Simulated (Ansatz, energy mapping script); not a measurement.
# CrP2S7 monolayer: exchange couplings from total energies (0.1 holes a magnetic atom), part 2 of 2

Wanted: the magnetic order of CrP2S7 monolayer, its couplings and an estimate of its ordering temperature, by LDA+U (2.98 eV).

LDA with U = 2.98 eV on Cr d, ortho-atomic projectors; plane waves, U on orthogonalised atomic orbitals unless named otherwise, collinear spin, no spin–orbit coupling.

So far. Step 3 (Parallel start in cell A (20 atoms)): The run ends ferromagnetic. Step 4 (Run 2 (compensated +−; cell A, 20 atoms)): The run ends antiferromagnetic, 50.44 meV a magnetic atom above the parallel order of its cell (energies taken at zero occupation width, not the printed F).

**5. Parallel start in cell B (20 atoms)**

A new cell needs its own zero of energy.

This run holds the same structure in another cell (a 6.393 → 8.576 Å, γ 95.7 → 47.9°).

Input file input.yaml:

```yaml
crystal:
  lattice:
    - [5.752422054, 6.360676951, 0.0]
    - [-1.280826, 12.721353892, 0.0]
    - [0.0, 0.0, 18.519958]
  atoms:
    - { symbol: Cr, position: [0.506891, 0.993109, 0.5], spin: 3.0 }
    - { symbol: Cr, position: [0.506891, 0.493109, 0.5], spin: 3.0 }
    - { symbol: S, position: [0.505147, 0.8296085, 0.559537] }
    - { symbol: S, position: [0.505147, 0.3296085, 0.559537] }
    - { symbol: S, position: [0.209527, 0.169231, 0.576631] }
    - { symbol: S, position: [0.209527, 0.669231, 0.576631] }
    - { symbol: S, position: [0.343746, 0.9729405, 0.404969] }
    - { symbol: S, position: [0.343746, 0.4729405, 0.404969] }
    - { symbol: S, position: [0.710373, 0.9729405, 0.595031] }
    - { symbol: S, position: [0.710373, 0.4729405, 0.595031] }
    - { symbol: S, position: [0.452011, 0.169231, 0.423369] }
    - { symbol: S, position: [0.452011, 0.669231, 0.423369] }
    - { symbol: S, position: [0.835636, 0.8296085, 0.440463] }
    - { symbol: S, position: [0.835636, 0.3296085, 0.440463] }
    - { symbol: P, position: [0.962503, 0.849193, 0.52683] }
    - { symbol: P, position: [0.962503, 0.349193, 0.52683] }
    - { symbol: S, position: [0.015556, 0.484444, 0.5] }
    - { symbol: S, position: [0.015556, 0.984444, 0.5] }
    - { symbol: P, position: [0.339111, 0.849193, 0.47317] }
    - { symbol: P, position: [0.339111, 0.349193, 0.47317] }
magnetization:
  spin_polarized: true
total_charge: 0.2
kpoints:
  mp_grid: { grid: [7, 7, 1] }
hamiltonian:
  xc: lda
  hubbard:
    sites:
      - { species: Cr, l: d, u_eff: 2.98 }
      - { site: 0, l: d, u_eff: 2.98, starting_ns: [{ spin: up, occupation_matrix: cr1_major }, { spin: down, occupation_matrix: cr1_minor }] }
      - { site: 1, l: d, u_eff: 2.98, starting_ns: [{ spin: up, occupation_matrix: cr1_major }, { spin: down, occupation_matrix: cr1_minor }] }
    projectors: ortho-atomic
    occupation_matrices:
      cr1_major:
        matrix:
          - [0.923, 0.077, 0.085, 0.005, -0.049]
          - [0.077, 0.695, -0.044, -0.148, 0.062]
          - [0.085, -0.044, 0.686, 0.118, 0.097]
          - [0.005, -0.148, 0.118, 0.735, -0.014]
          - [-0.049, 0.062, 0.097, -0.014, 0.87]
      cr1_minor:
        matrix:
          - [0.098, -0.047, -0.052, -0.003, 0.029]
          - [-0.047, 0.227, 0.037, 0.079, -0.037]
          - [-0.052, 0.037, 0.235, -0.063, -0.056]
          - [-0.003, 0.079, -0.063, 0.197, 0.007]
          - [0.029, -0.037, -0.056, 0.007, 0.132]
scf:
  occupations: { method: fermi_dirac, width: 0.07 }
output:
  eigenvalues: true
```

On the command line:

```sh
> ansatz run input.yaml --threads 4 --pin off --max-ram 8192MiB --backend cpu --events-out ev --progress --plain --runs-dir out
```

Numbers of over 12 decimals in the logs are rounded to 6 here.

The log of the run:

```text
[...]
k-point 1 ↑: bands = [... 62 lower, -4.2318, -4.0923, -3.9804, -3.9471, -3.6927, -3.6374, -3.6035, -3.5180, ... 19 higher]
  k-point 2 ↑: bands = [... 62 lower, -4.2975, -4.1360, -3.8636, -3.8503, -3.7597, -3.7197, -3.6033, -3.5172, ... 19 higher]
  k-point 24 ↓: bands = [... 62 lower, -3.9542, -3.9467, -1.2763, -1.2718, -0.7073, -0.7036, -0.5529, -0.5362, ... 19 higher]
Occupation matrices written to <dir>
[key lines of the parts left out:]
SCF converged after 21 iterations
Magnetization: 3.8580 μB (67.8290 up, 63.9710 down)
Free energy (F): -21722.101617 eV
Fermi energy:    -3.631563 eV
```

The job ended after 6.8 min (4 threads of Arm Neoverse V2, shared host; peak memory 7 GiB).

The run ends ferromagnetic. For each magnetic atom its energy differs from the parallel run of the first cell by 0.00 meV, an error that one common reference would have brought in.

**6. Run 4 (compensated +−; cell B, 20 atoms)**

This order reverses 4 of the 4 neighbours at 6.39 Å, counted for an average magnetic atom.

input.yaml: that of step 5 with these lines changed.

```diff
@@ -7,3 +7,3 @@
     - { symbol: Cr, position: [0.506891, 0.993109, 0.5], spin: 3.0 }
-    - { symbol: Cr, position: [0.506891, 0.493109, 0.5], spin: 3.0 }
+    - { symbol: Cr, position: [0.506891, 0.493109, 0.5], spin: -3.0 }
     - { symbol: S, position: [0.505147, 0.8296085, 0.559537] }
@@ -37,3 +37,3 @@
       - { site: 0, l: d, u_eff: 2.98, starting_ns: [{ spin: up, occupation_matrix: cr1_major }, { spin: down, occupation_matrix: cr1_minor }] }
-      - { site: 1, l: d, u_eff: 2.98, starting_ns: [{ spin: up, occupation_matrix: cr1_major }, { spin: down, occupation_matrix: cr1_minor }] }
+      - { site: 1, l: d, u_eff: 2.98, starting_ns: [{ spin: up, occupation_matrix: cr1_minor }, { spin: down, occupation_matrix: cr1_major }] }
     projectors: ortho-atomic
```

The log of the run:

```text
[...]
Crystal: 20 atoms, lattice volume = 1506.145 Å³
Basis set: ecut = 420 eV, 29471 PW (Γ)
Bands: 89, of which v1, the nominal top of the filled ones, is band 66 counted from 1 (65 counted from 0)
Symmetry: 1 space group operations
k-points: 25 of 49 (time reversal used)
[...]
Starting moments: Σ|m| = 6 μB on 2 of 20 sites
[...]
k-point 1 ↑: bands = [... 62 lower, -3.9809, -3.8990, -3.8845, -3.8426, -3.5700, -1.7473, -1.5777, -1.2629, ... 19 higher]
  k-point 2 ↑: bands = [... 62 lower, -3.9854, -3.9152, -3.8946, -3.8218, -3.5734, -1.7835, -1.5461, -1.2097, ... 19 higher]
  k-point 24 ↓: bands = [... 62 lower, -4.0631, -3.9630, -3.8236, -3.6802, -3.5762, -1.8278, -1.5042, -1.1494, ... 19 higher]
Occupation matrices written to <dir>
[key lines of the parts left out:]
SCF converged after 31 iterations
Magnetization: -0.0000 μB (65.9000 up, 65.9000 down)
Free energy (F): -21721.991669 eV
Fermi energy:    -3.668876 eV
```

Wall time 9 min (4 threads); peak memory 7.2 GiB.

The run ends antiferromagnetic, 72.00 meV a magnetic atom above the parallel order of its cell (energies taken at zero occupation width, not the printed F).

**7. From energies to couplings**

Each energy difference is a sum of couplings weighted by the pairs that the order reverses. A few near shells are fitted to the differences by least squares. Energies are those extrapolated to zero occupation width, not the free energies F.

Energies from the parallel order of the same cell:

```
                   order  atoms  energy (meV a magnetic atom)  moments (μB)  moments kept as typed  opposed neighbours at 6.39 Å
      parallel in cell A     20                          0.00          2.64                    yes                             0
compensated +− in cell A     20                         50.44          2.64                    yes                             2
      parallel in cell B     20                          0.00          2.64                    yes                             0
compensated +− in cell B     20                         72.00          2.65                    yes                             4
```

Fitted to E = −Σ J e·e over ordered pairs of unit vectors (J > 0 favours parallel moments):

```
 pair  distance (Å)  neighbours  J (meV)
Cr–Cr          6.39           4     9.72
```

Adding the shell at 8.58 Å gives 9.0 and 3.6 meV, an exact solve that tests nothing.

Limits of this fit: it misses the energies by up to 12 meV, so no temperature is drawn.

**8. Comparison**

The first set of orders, under LDA+U (2.98 eV), undoped, took 73 min of CPU time summed over its finished orders (seed run apart), these 1.7 h.

```
        quantity  this set  first set
J at 6.39 Å, meV      9.72       9.04
```

The coupling that led in the first set goes from 9.04 to 9.72 meV.

**9. Summary of results**

```yaml
lowest_order_tried: parallel
largest_fitted_value_cr_cr_at_6p39_a: 9.72 meV
```

What this shows: Of the orders tried, CrP2S7 monolayer (0.1 holes a magnetic atom) prefers parallel moments under LDA+U (2.98 eV). Orders that were not tried, spirals among them, may lie lower. The one fitted coupling is the Cr–Cr pair at 6.39 Å, ferromagnetic at 9.7 meV. It also takes up the part of reversed shells that are not fitted, so neither its size nor its rank as a single path is established. The orders also reverse pairs at 8.58 and 9.48 Å, which are not fitted, so the fitted values hold their part too. No fitted order reverses the pairs at 12.79 Å, so their coupling is unknown and is set to zero in the model. With 2 differences for 1 couplings the fit misses by 12 meV at most, which is not small: farther shells, terms beyond the Heisenberg form or the mesh can cause that. In the fitted orders moments change by up to 0.58 % against the parallel run of the same cell, so their size stays put. Every order is gapless on its mesh at this level. In a metal exchange reaches farther, and a short model of fixed moments is less apt; where the compound is in fact an insulator, these couplings come from a wrongly metallic state. Doping by a uniform background in a small cell leaves no room for polarons or dopant disorder, and added carriers make exchange long-ranged, which a few shells describe poorly.

[Logs and program files are shortened in this print: banners, set-up blocks, solver, clock and traceback lines can be left out without a mark of their own.]

[Logs are printed without paths, hosts, clocks, repeated set-up lines and the standing remarks that a program may print on its own settings, such as how far it seeks lower states.]

[Hosts, paths, dates, database ids (printed as entryN), source tags and the programs' standing remarks are cut or masked in the printed files.]

[Where a cell is said to come from a database of computed structures, the database is the Materials Project.]
